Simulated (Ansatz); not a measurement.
**Ni(100) film of 3 layers: electron–phonon coupling and resistivity**

How good a conductor is Ni(100) film of 3 layers when only phonons scatter, and how much computing does the answer need?

Main program and level: Ansatz 0.2.0; DFT PBE, scalar-relativistic, plane waves, PAW; PAW set soft_1.

## Step 1: The starting structure

The cell holds 3 atoms: 3 Ni. Its edges and angles: a = 2.489 Å, b = 2.489 Å, c = 14.520 Å, α = 90.0°, β = 90.0°, γ = 90.0°. It derives from Ni. Vacuum lies along c.

## Step 2: Relaxation

Lattice constant and positions set the bands and the force constants, so the cell is relaxed first.

Contents of input.yaml:

```yaml
crystal:
  lattice:
    - [2.48902, 0.0, 0.0]
    - [0.0, 2.48902, 0.0]
    - [0.0, 0.0, 14.52]
  atoms:
    - { symbol: Ni, position: [0.0, 0.0, 0.37878788], spin: 0.88 }
    - { symbol: Ni, position: [0.5, 0.5, 0.5], spin: 0.82 }
    - { symbol: Ni, position: [0.0, 0.0, 0.62121212], spin: 0.88 }
  periodic: [true, true, false]
kpoints:
  mp_grid: { grid: [12, 12, 1] }
hamiltonian:
  xc: pbe
  pseudopotentials: { kind: paw, azcp: { folder: soft_1 } }
scf:
  occupations: { method: gaussian, width: 0.1 }
output:
  forces: true
  stress: true
  eigenvalues: true
  populations: true
  write_density: true
  write_potential: true
  elf: true
  volumetric_format: npy
magnetization:
  spin_polarized: true
relax:
  adjacent_minimum: "off"
  f_tol: 0.005
  max_steps: 80
  cell: { stress_2d_tol: 0.02 }
```

On the command line:

```sh
$ ansatz run input.yaml --threads 8 --pin off --max-ram 20480MiB --backend cpu --events-out ev --progress --plain --runs-dir out
```

Numbers of over 12 decimals in the logs are rounded to 6 here.

Log:

```text
Warning: crystal.periodic: the lattice vector that does not repeat stood 0.000° off the slab's normal, 14.520 Å along it as the deck builds it. The run solves the slab on a vector along the normal, 30.840 Å long, with every atom where it was (on the deck's vector they left 11.00 Å outside them, and the widest stretch free of ions among them is 1.76 Å). A fractional position that the run reports is one of the run's ce [...]
crystal.periodic: the lattice vector that does not repeat stood 0.000° off the slab's normal, 14.520 Å along it as the deck builds it. The run solves the slab on a vector along the normal, 30.840 Å long, with every atom where it was (on the deck's vector they left 11.00 Å outside them, and the widest stretch free of ions among them is 1.76 Å). A fractional position that the run reports is one of the run's cell, which [...]
Engine: ansatz 0.2.0, aarch64-unknown-linux-gnu
Pseudopotentials: kind: paw
Pseudopotential: Ni, paw, valence charge 18, recommended cutoff 420 eV (normal), soft_1/Ni.paw.azcp
Functional definition: PBE
  parameter kappa = 0.804
  parameter beta = 0.066725
  exchange = pbe_x(kappa = kappa, mu = beta*pi^2/3)
  correlation = pbe_c(beta = beta)
Crystal: 3 atoms, lattice volume = 191.061 Å³
Basis set: ecut = 420 eV, 3703 PW (Γ), exchange–correlation on 36×36×432 points (8 copies of the dense FFT grid, shifted against one another)
Bands: 34, of which v1, the nominal top of the filled ones, is band 27 counted from 1 (26 counted from 0)
Symmetry: 16 space group operations
Space group: P4/mmm (ITA 123), of the structure as read, at distance tolerance 5.8e-5 Å
Magnetic group: BNS 123.339 (UNI 999), of the structure as read, at distance tolerance 5.8e-5 Å
k-points: 28 of 144
Non-local potential: Ni, projectors of the file, l = 0: 3, l = 1: 2, l = 2: 3, l = 3: 1
PAW form: soft (Blöchl's): semilocal exchange-correlation on the pseudo side does not see the compensation charge
PAW one-centre angular grid: Ni, 590 points (default); XC on 64 Gauss nodes
Initial density: superposition of atomic densities (neutral atoms: chi_scale 0, normalization atom)
Starting moments: Σ|m| = 2.58 μB on 3 of 3 sites
Initial wavefunctions: pseudopotential atomic-orbital guess
Functional: x = pbe(κ = 0.804, μ = 0.219515), c = pbe(β = 0.066725)
SCF iter   1: F=—  HF=-17514.842095 eV  |F-HF|=—  |Δ(HF+E_count)|=         —  Δρ=1.51e-2 (↑1.03e-2 ↓1.51e-2)  dr2=2.99e0  dr2_m=1.44e-1  M=2.593 μB ∫|m|=2.703 μB  β_m=0.30  ethr=3.10e-3  ⟨swp⟩=16.5  Hψ=14450  notcnv=0
Mixer restart at iter 1: flushing history
preconditioner: auto → LDOS  [metal: Δε(μ)=0.012 eV  Ē_g=6.846 eV  σ=0.100 eV  W_gap=0.07  n_scr=20 (ndim 8)  ℏωp=14.7 eV  f_vac=0.760  D(μ)=5.38/eV (n_scr^D=22)]
spin=Collinear: LDOS preconditioning applied to the charge; magnetization (m = ρ↑ − ρ↓) channel mixes plain (no charge-response kernel on spin).
SCF iter   2: F=—  HF=-17515.341757 eV  |F-HF|=—  |Δ(HF+E_count)|=   5.00e-1  Δρ=1.07e-2 (↑1.07e-2 ↓4.67e-3)  dr2=5.32e-1  dr2_m=6.33e-2  M=2.526 μB ∫|m|=2.684 μB  β_m=0.36  ethr=3.10e-3  ⟨swp⟩=3.2  Hψ=3489  notcnv=0  defer=82
SCF iter   3: F=—  HF=-17516.554823 eV  |F-HF|=—  |Δ(HF+E_count)|=    1.21e0  Δρ=3.42e-3 (↑3.36e-3 ↓3.42e-3)  dr2=6.33e-2  dr2_m=1.24e-2  M=2.455 μB ∫|m|=2.660 μB  β_m=0.43  ethr=9.86e-4  ⟨swp⟩=3.9  Hψ=3934  notcnv=0  defer=82
SCF iter   4: F=—  HF=-17517.144088 eV  |F-HF|=—  |Δ(HF+E_count)|=         —  Δρ=4.66e-3 (↑1.67e-3 ↓4.66e-3)  dr2=4.37e-2  dr2_m=1.03e-2  M=2.276 μB ∫|m|=2.532 μB  β_m=0.43  ethr=1.17e-4  ⟨swp⟩=3.2  Hψ=4552  notcnv=0  defer=83
SCF iter   5: F=—  HF=-17517.322705 eV  |F-HF|=—  |Δ(HF+E_count)|=   1.79e-1  Δρ=3.73e-3 (↑1.29e-3 ↓3.73e-3)  dr2=1.97e-2  dr2_m=8.90e-3  M=2.236 μB ∫|m|=2.500 μB  β_m=0.60  ethr=8.09e-5  ⟨swp⟩=2.7  Hψ=3455  notcnv=0  defer=87
SCF iter   6: F=—  HF=-17517.423779 eV  |F-HF|=—  |Δ(HF+E_count)|=   1.01e-1  Δρ=1.27e-3 (↑3.95e-4 ↓1.27e-3)  dr2=1.31e-3  dr2_m=1.13e-3  M=2.188 μB ∫|m|=2.458 μB  β_m=0.66  ethr=3.65e-5  ⟨swp⟩=3.1  Hψ=4372  notcnv=0  defer=88
SCF iter   7: F=—  HF=-17517.422202 eV  |F-HF|=—  |Δ(HF+E_count)|=   1.58e-3  Δρ=5.03e-4 (↑4.60e-4 ↓5.03e-4)  dr2=6.61e-4  dr2_m=1.38e-4  M=2.178 μB ∫|m|=2.448 μB  β_m=0.83  ethr=2.43e-6  ⟨swp⟩=3.4  Hψ=4658  notcnv=0  defer=89
SCF iter   8: F=—  HF=-17517.424074 eV  |F-HF|=—  |Δ(HF+E_count)|=   1.87e-3  Δρ=4.03e-4 (↑1.53e-4 ↓4.03e-4)  dr2=2.93e-4  dr2_m=4.37e-5  M=2.184 μB ∫|m|=2.451 μB  β_m=0.80  ethr=1.22e-6  ⟨swp⟩=2.9  Hψ=4035  notcnv=0  defer=89
SCF iter   9: F=—  HF=-17517.424009 eV  |F-HF|=—  |Δ(HF+E_count)|=   6.49e-5  Δρ=1.25e-4 (↑4.45e-5 ↓1.25e-4)  dr2=2.02e-5  dr2_m=7.21e-6  M=2.185 μB ∫|m|=2.452 μB  β_m=0.90  ethr=5.42e-7  ⟨swp⟩=3.0  Hψ=3241  notcnv=0  defer=89
SCF iter  10: F=—  HF=-17517.424012 eV  |F-HF|=—  |Δ(HF+E_count)|=   3.00e-6  Δρ=1.76e-5 (↑1.76e-5 ↓1.38e-5)  dr2=1.37e-6  dr2_m=1.26e-7  M=2.185 μB ∫|m|=2.452 μB  β_m=0.94  ethr=3.75e-8  ⟨swp⟩=2.6  Hψ=3682  notcnv=0  defer=89
SCF iter  11: F=—  HF=-17517.424012 eV  |F-HF|=—  |Δ(HF+E_count)|=   2.08e-7  Δρ=7.47e-6 (↑4.89e-6 ↓7.47e-6)  dr2=3.51e-7  dr2_m=1.10e-8  M=2.186 μB ∫|m|=2.452 μB  β_m=0.80  ethr=2.53e-9  ⟨swp⟩=3.1  Hψ=3534  notcnv=0  defer=89
SCF iter  12: F=—  HF=-17517.424012 eV  |F-HF|=—  |Δ(HF+E_count)|=   1.09e-7  Δρ=9.18e-6 (↑4.67e-6 ↓9.18e-6)  dr2=2.61e-7  dr2_m=1.34e-8  M=2.186 μB ∫|m|=2.452 μB  β_m=0.60  ethr=6.49e-10  ⟨swp⟩=3.0  Hψ=3799  notcnv=0  defer=89
SCF iter  13: F=—  HF=-17517.424012 eV  |F-HF|=—  |Δ(HF+E_count)|=   4.90e-9  Δρ=3.52e-6 (↑1.46e-6 ↓3.52e-6)  dr2=4.48e-8  dr2_m=2.89e-9  M=2.186 μB ∫|m|=2.453 μB  β_m=0.64  ethr=4.84e-10  ⟨swp⟩=2.3  Hψ=2774  notcnv=0  defer=89
SCF iter  14: F=-17517.424012 eV  HF=-17517.424012 eV  |F-HF|=4.23e-9  |Δ(HF+E_count)|=   1.46e-8  Δρ=2.37e-6 (↑3.66e-7 ↓2.37e-6)  dr2=1.04e-8  dr2_m=2.79e-9  M=2.186 μB ∫|m|=2.453 μB  ethr=8.30e-11  ⟨swp⟩=21.8  Hψ=19710  notcnv=0
SCF 1 converged in 14 iterations: F = -17517.424012 eV  dr2 = 1.04e-8
  greatest PAW one-centre occupation: 1.001 electrons in one spin orbital (limit 2), on the Ni atom at site 2 (counted from 0), in its partial waves of l = 1
relax step   1: F+E_penalty+E_count = -17517.42401213 eV  Δ(F+E_penalty+E_count) = +0.000e0 eV  max|allowed force component| = 3.181e-1 eV/Å  Δτ_max = 0.0000 Å  P = -5.614 N/m  Ω = 191.061 Å³  fix = [c, alpha, beta]  reactions: c +0.000 N/m  (14 SCF iters, dr2 threshold 1.00e-7 eV, accepted)
Crystal: 3 atoms, lattice volume = 187.047 Å³
Basis set: ecut = 420 eV, 3543 PW (Γ), exchange–correlation on 36×36×432 points (8 copies of the dense FFT grid, shifted against one another)
[...]
relax step   7: F+E_penalty+E_count = -17517.48477538 eV  Δ(F+E_penalty+E_count) = +6.302e-6 eV  max|allowed force component| = 4.251e-5 eV/Å  Δτ_max = 0.0005 Å  P = +0.001 N/m  Ω = 180.489 Å³  energy of the carried Pulay correction = -8.482e-6 eV  fix = [c, alpha, beta]  reactions: c +0.000 N/m  (7 SCF iters, dr2 threshold 9.11e-10 eV, accepted)
iter 1 solved again at ethr=6.27e-7 eV; its pass at ethr=3.10e-3 eV (dr2=3.38e-4 eV) is discarded
SCF iter   1: F=—  HF=-17517.484707 eV  |F-HF|=—  |Δ(HF+E_count)|=         —  Δρ=1.47e-6 (↑1.29e-6 ↓1.47e-6)  dr2=6.64e-9  dr2_m=2.70e-11  M=2.106 μB ∫|m|=2.365 μB  β_m=0.65  ethr=6.27e-7  ⟨swp⟩=4.9  Hψ=20347  notcnv=0
eigensolver tolerance schedule: the retry pair's looser diagonalisation over-reported the residual by 50965.49 of it (diagonalisation noise at an unbounded share of the residual, at the tolerance the schedule requests for it); recorded, not acted on — ethr = c·dr2/N_el stays at c = 1.0e-1
preconditioner: auto → LDOS  [metal: Δε(μ)=0.029 eV  Ē_g=6.955 eV  σ=0.100 eV  W_gap=0.16  n_scr=14 (ndim 8)  ℏωp=15.1 eV  f_vac=0.768  D(μ)=4.94/eV (n_scr^D=20)]
spin=Collinear: LDOS preconditioning applied to the charge; magnetization (m = ρ↑ − ρ↓) channel mixes plain (no charge-response kernel on spin).
SCF iter   2: F=—  HF=-17517.484786 eV  |F-HF|=—  |Δ(HF+E_count)|=   7.89e-5  Δρ=1.63e-6 (↑1.63e-6 ↓1.63e-6)  dr2=1.09e-8  dr2_m=7.56e-11  M=2.106 μB ∫|m|=2.365 μB  β_m=0.30  ethr=1.23e-11  ⟨swp⟩=6.3  Hψ=7668  notcnv=0
SCF iter   3: F=—  HF=-17517.484786 eV  |F-HF|=—  |Δ(HF+E_count)|=   1.70e-9  Δρ=3.09e-7 (↑2.47e-7 ↓3.09e-7)  dr2=9.38e-10  dr2_m=5.91e-11  M=2.106 μB ∫|m|=2.365 μB  β_m=0.65  ethr=1.23e-11  ⟨swp⟩=3.4  Hψ=4256  notcnv=0
SCF iter   4: F=—  HF=-17517.484786 eV  |F-HF|=—  |Δ(HF+E_count)|=  2.55e-10  Δρ=5.20e-7 (↑5.20e-7 ↓4.01e-7)  dr2=9.51e-10  dr2_m=1.13e-11  M=2.106 μB ∫|m|=2.365 μB  β_m=0.66  ethr=1.74e-12  ⟨swp⟩=2.9  Hψ=4050  notcnv=0
SCF iter   5: F=—  HF=-17517.484786 eV  |F-HF|=—  |Δ(HF+E_count)|=   1.77e-9  Δρ=2.19e-7 (↑8.82e-8 ↓2.19e-7)  dr2=1.55e-10  dr2_m=1.38e-11  M=2.106 μB ∫|m|=2.365 μB  β_m=0.83  ethr=1.74e-12  ⟨swp⟩=2.9  Hψ=3497  notcnv=0
SCF iter   6: F=—  HF=-17517.484786 eV  |F-HF|=—  |Δ(HF+E_count)|=   3.03e-9  Δρ=1.39e-7 (↑1.25e-7 ↓1.39e-7)  dr2=1.94e-10  dr2_m=3.93e-12  M=2.106 μB ∫|m|=2.365 μB  β_m=0.83  ethr=1.00e-12  ⟨swp⟩=2.2  Hψ=2656  notcnv=0
SCF iter   7: F=—  HF=-17517.484786 eV  |F-HF|=—  |Δ(HF+E_count)|=  1.71e-10  Δρ=9.52e-8 (↑9.39e-8 ↓9.52e-8)  dr2=3.55e-11  dr2_m=1.20e-12  M=2.106 μB ∫|m|=2.365 μB  β_m=0.82  ethr=1.00e-12  ⟨swp⟩=1.6  Hψ=2241  notcnv=0
SCF iter   8: F=—  HF=-17517.484786 eV  |F-HF|=—  |Δ(HF+E_count)|=  4.73e-11  Δρ=4.62e-8 (↑4.23e-8 ↓4.62e-8)  dr2=6.71e-12  dr2_m=3.24e-13  M=2.106 μB ∫|m|=2.365 μB  β_m=0.91  ethr=1.00e-12  ⟨swp⟩=1.5  Hψ=2152  notcnv=0
SCF iter   9: F=—  HF=-17517.484786 eV  |F-HF|=—  |Δ(HF+E_count)|=  4.37e-11  Δρ=1.77e-8 (↑1.77e-8 ↓8.78e-9)  dr2=4.48e-13  dr2_m=1.27e-13  M=2.106 μB ∫|m|=2.365 μB  β_m=0.80  ethr=1.00e-12  ⟨swp⟩=1.3  Hψ=2087  notcnv=0
SCF iter  10: F=-17517.484786 eV  HF=-17517.484786 eV  |F-HF|=2.62e-10  |Δ(HF+E_count)|=  6.55e-11  Δρ=2.27e-8 (↑2.27e-8 ↓2.23e-8)  dr2=1.75e-12  dr2_m=1.33e-14  M=2.106 μB ∫|m|=2.365 μB  ethr=1.00e-12  ⟨swp⟩=11.6  Hψ=12622  notcnv=0
SCF 8 converged in 10 iterations: F = -17517.484786 eV  dr2 = 1.75e-12
relax step   8: F+E_penalty+E_count = -17517.48478582 eV  Δ(F+E_penalty+E_count) = -1.043e-5 eV  max|allowed force component| = 4.652e-5 eV/Å  Δτ_max = 0.0000 Å  P = +0.000 N/m  Ω = 180.489 Å³  fix = [c, alpha, beta]  reactions: c +0.000 N/m  stress off target by 3.70e-4 N/m on what of the cell is left free  SCF on the basis re-selected at this cell (its energy is not comparable with the rows above)  (10 SCF iters)
basis re-selected at this cell: Δ(F+E_penalty+E_count) = -1.043e-5 eV, ΔP = -0.001 N/m vs the last step (what re-selecting the basis moved, of the pressure what is left beyond the Pulay correction that the steps carried, after the strain that the cell walked since its last selection, with what the two solves' SCF thresholds leave and, on support functions, any second-order correction that the steps lacked; it is no m [...]
WARN: The output density's exchange-correlation potential varies sharply where the density is thin. Do not read a vacuum level from v_tot or v_xc, or from such a field of the output density. On a cell that repeats whose density bears no net charge and no dipole along the vacuum's axis use v_es (v_loc + v_h of the components); under efield.dipole_correction with no amplitude use v_es + v_field, which holds any externa [...]
SCF converged after 10 iterations
Magnetization: 2.1056 μB (28.0528 up, 25.9472 down)
Absolute magnetization: 2.3672 μB (∫|ρ↑−ρ↓|, with the PAW one-centre terms)
Spin contamination: 0.0285 ħ² per cell (⟨S²⟩ above its minimum at these occupations)
Per-site moments (μB) at R_I (Å): [(0.768023, 0.997913), (0.680230, 0.997913), (0.768023, 0.997913)]
Free energy (F): -17517.484786 eV
Harris-Foulkes:  -17517.484786 eV  (|F-HF|=2.62e-10)
Internal energy: -17517.460076 eV  (E = F + TS)
E sigma→0 (E₀):  -17517.472431 eV
Entropy (-TS):   -0.024709 eV (-8.236 meV/atom)
Fermi energy:    -4.984385 eV
--- Per-component energies (eV) ---
  E_band       = -2093.283429
  E_kinetic    = 1016.690095
  E_local      = -279057.692510  (includes V_loc(G=0)·N_el)
  E_nonlocal   = -348.307480
  E_hartree    = 139266.868409
  E_xc         = -335.975284
  E_vxc        = -433.237616  (∫ρ·V_xc dr)
  E_paw        = -4974.318605  (= ΣΔE_a)
  E_vpaw       = -1804.475786  (= ΣTr[D̂ρ^β])
  E_aug_tail   = 0.003205  (compensation charges beyond the density's cutoff)
  E_ewald      = 126915.272094
  E_smearing   = -0.024709  (= −TS)
  E_closure    = -0.000000  (closes the sum)
  Σ components = -17517.484786   (vs F -17517.484786, Δ=0.00e0)
--- Forces (eV/Å), atoms counted from 1 ---
  atom   1  Ni     0.00000000     0.00000000     0.00004652
  atom   2  Ni    -0.00000000     0.00000000     0.00000000
  atom   3  Ni     0.00000000     0.00000000    -0.00004652
  max |Σ_I F_I| component: 6.31e-30 eV/Å
--- 2D stress c σ (N/m, compression-positive) ---
        0.000370       0.000000       0.000000
        0.000000       0.000370       0.000000
        0.000000       0.000000       0.000000
  P = ½ c Tr σ = 0.0004 N/m
--- Band table (eV; the first three rows and the last of 56) ---
  k-point 0 ↑: bands = [... 23 lower, -6.1536, -6.0338, -5.6724, -5.6043, -5.5586, -5.5586, -5.5161, -3.7027, ... 3 higher]
  k-point 1 ↑: bands = [... 23 lower, -6.2705, -5.9766, -5.8521, -5.7687, -5.5675, -5.5206, -5.1987, -3.2453, ... 3 higher]
  k-point 2 ↑: bands = [... 23 lower, -6.3921, -6.1595, -5.9741, -5.9314, -5.6622, -5.5086, -4.5088, -2.2780, ... 3 higher]
  k-point 27 ↓: bands = [... 23 lower, -4.8841, -4.5009, -4.1707, -4.1703, -0.6725, -0.6725, 2.7066, 2.7066, ... 3 higher]
  ° read free of the cell's end (the report's vacuum.weakly_bound_levels)
--- Relaxed structure (6 steps of the walk, 6 accepted, 2 SCFs on fresh bases) ---
  F+E_penalty+E_count = -17517.48478582 eV   max|allowed force component| = 4.652e-5 eV/Å   (the final SCF, on the basis selected at the relaxed cell)
  cell:  # Å, volume = 180.4894 Å³
    - [2.419183, 0, 0.0]
    - [0, 2.419183, 0.0]
    - [0.0, 0.0, 30.8399999296]
  atoms:
    - { symbol: Ni, position: [0, 0, 0.178042] }
    - { symbol: Ni, position: [0.5, 0.5, 0.235409] }
    - { symbol: Ni, position: [0, 0, 0.292775] }
--- Löwdin populations: 3 sites ---
  site symbol       q [e]    m [muB]
     0     Ni     17.7995     0.7644
     1     Ni     17.7613     0.6674
     2     Ni     17.7995     0.7644
  spilling = 0.011847 (of n_electrons = 54.000000)
```

The job ended after 68 s (8 threads of Arm Neoverse N1, shared host; peak memory 0.85 GiB; 8.2 min of CPU time).

Relaxation path:

```tsv
step	energy less that of the first step (eV)	largest force component (eV/Å)	volume (Å³)
1	0.0000	0.3181	191.06
2	-0.0408	0.1383	187.05
3	-0.0617	0.0672	180.38
4	-0.0624	0.0174	180.36
5	-0.0624	0.0010	180.42
6*	-0.0608	0.0007	180.42
7	-0.0608	0.0000	180.49
8*	-0.0608	0.0000	180.49
```

Relaxation steps marked * repeat the geometry before them on a plane-wave basis chosen anew for their cell, so energy and pressure can jump there.

The run keeps the 16 symmetry operations that it works with, so distortions that break them were not tested.

```tsv
cell as run	before	after	change
a (Å)	2.489	2.419	-2.8 %
b (Å)	2.489	2.419	-2.8 %
```

The relaxed structure:

```xyz
3
Lattice="2.4192 0.0000 0.0000 0.0000 2.4192 0.0000 0.0000 0.0000 30.8400" Properties=species:S:1:pos:R:3
Ni    0.0000    0.0000    5.4908
Ni    1.2096    1.2096    7.2600
Ni    0.0000    0.0000    9.0292
```

Numbers from this step:

| Property | Result |
| --- | --- |
| magnetization | 2.106 μB |
| absolute magnetization | 2.367 μB |
| site moments | 0.7680, 0.6802, 0.7680 μB |
| metallic on mesh | yes |
| gap on the k-mesh | 0 eV |

Spin density in the ca plane at fractional y = 0.000, with atoms of Ni within 0.2 Å of it.

Values in e/Å³, 5 rows by 16 columns, each cell a mean:
```
0.0 0.0 0.0 0.0 0.0 0.7 0.0 0.0 0.2 0.6 0.0 0.0 0.0 0.0 0.0 0.0
0.0 0.0 0.0 0.0 0.0 0.0 0.0 0.0 0.0 0.0 0.0 0.0 0.0 0.0 0.0 0.0
0.0 0.0 0.0 0.0 0.0 0.0 0.0 0.0 0.0 0.0 0.0 0.0 0.0 0.0 0.0 0.0
0.0 0.0 0.0 0.0 0.0 0.2 0.0 0.0 0.0 0.1 0.0 0.0 0.0 0.0 0.0 0.0
0.0 0.0 0.0 0.0 0.0 1.3 0.1 0.0 0.3 1.1 0.0 0.0 0.0 0.0 0.0 0.0
```
Columns run along c (16.0 Å, from fractional 0.00 to 0.52 of the cell), rows up along a (2.4 Å). Atoms in or near the plane, at fractional coordinates: Ni at (0.18, 0.00), Ni at (0.29, 0.00).

ELF of down spins in the ca plane at fractional y = 0.000, with atoms of Ni within 0.2 Å of it. It is the smooth field of the valence electrons, not physical close to the nuclei.

Values, 5 rows by 16 columns, each cell a mean:
```
0.00 0.00 0.01 0.06 0.13 0.60 0.24 0.26 0.31 0.51 0.11 0.04 0.00 0.00 0.00 0.00
0.00 0.00 0.01 0.07 0.18 0.21 0.26 0.28 0.23 0.21 0.17 0.05 0.00 0.00 0.00 0.00
0.00 0.00 0.01 0.08 0.26 0.25 0.31 0.28 0.29 0.26 0.23 0.05 0.01 0.00 0.00 0.00
0.00 0.00 0.01 0.06 0.15 0.28 0.23 0.27 0.23 0.26 0.14 0.05 0.00 0.00 0.00 0.00
0.00 0.00 0.01 0.05 0.14 0.77 0.26 0.25 0.38 0.64 0.11 0.04 0.00 0.00 0.00 0.00
```
Columns run along c (16.0 Å, from fractional 0.00 to 0.52 of the cell), rows up along a (2.4 Å). Atoms in or near the plane, at fractional coordinates: Ni at (0.18, 0.00), Ni at (0.29, 0.00).

Valence density in the ca plane at fractional y = 0.000, with atoms of Ni within 0.2 Å of it. It is the smooth field of the valence electrons, not physical close to the nuclei.

Ten steps, logarithmic in the rise over the least value, from '0' (0 e/Å³) to '9' (51 e/Å³), each cell a mean:
```
00000000000003786210001478610000000000000000
00000000000001454110001245310000000000000000
00000000000000121100100112100000000000000000
00000000000000111001110011000000000000000000
00000000000000111101110111100000000000000000
00000000000001342100001133200000000000000000
00000000000002686210001377510000000000000000
00000000000003897310001489620000000000000000
```
Columns run along c (16.0 Å, from fractional 0.00 to 0.52 of the cell), rows up along a (2.4 Å). Atoms in or near the plane, at fractional coordinates: Ni at (0.18, 0.00), Ni at (0.29, 0.00).

The relaxation ends with a largest force component of 4.7e-5 eV/Å.

(Continued in part 2 of 5.)

[Logs are printed without paths, hosts, clocks, repeated set-up lines and the standing remarks that a program may print on its own settings, such as how far it seeks lower states.]

[Hosts, paths, dates, database ids (printed as entryN), source tags and the programs' standing remarks are cut or masked in the printed files.]
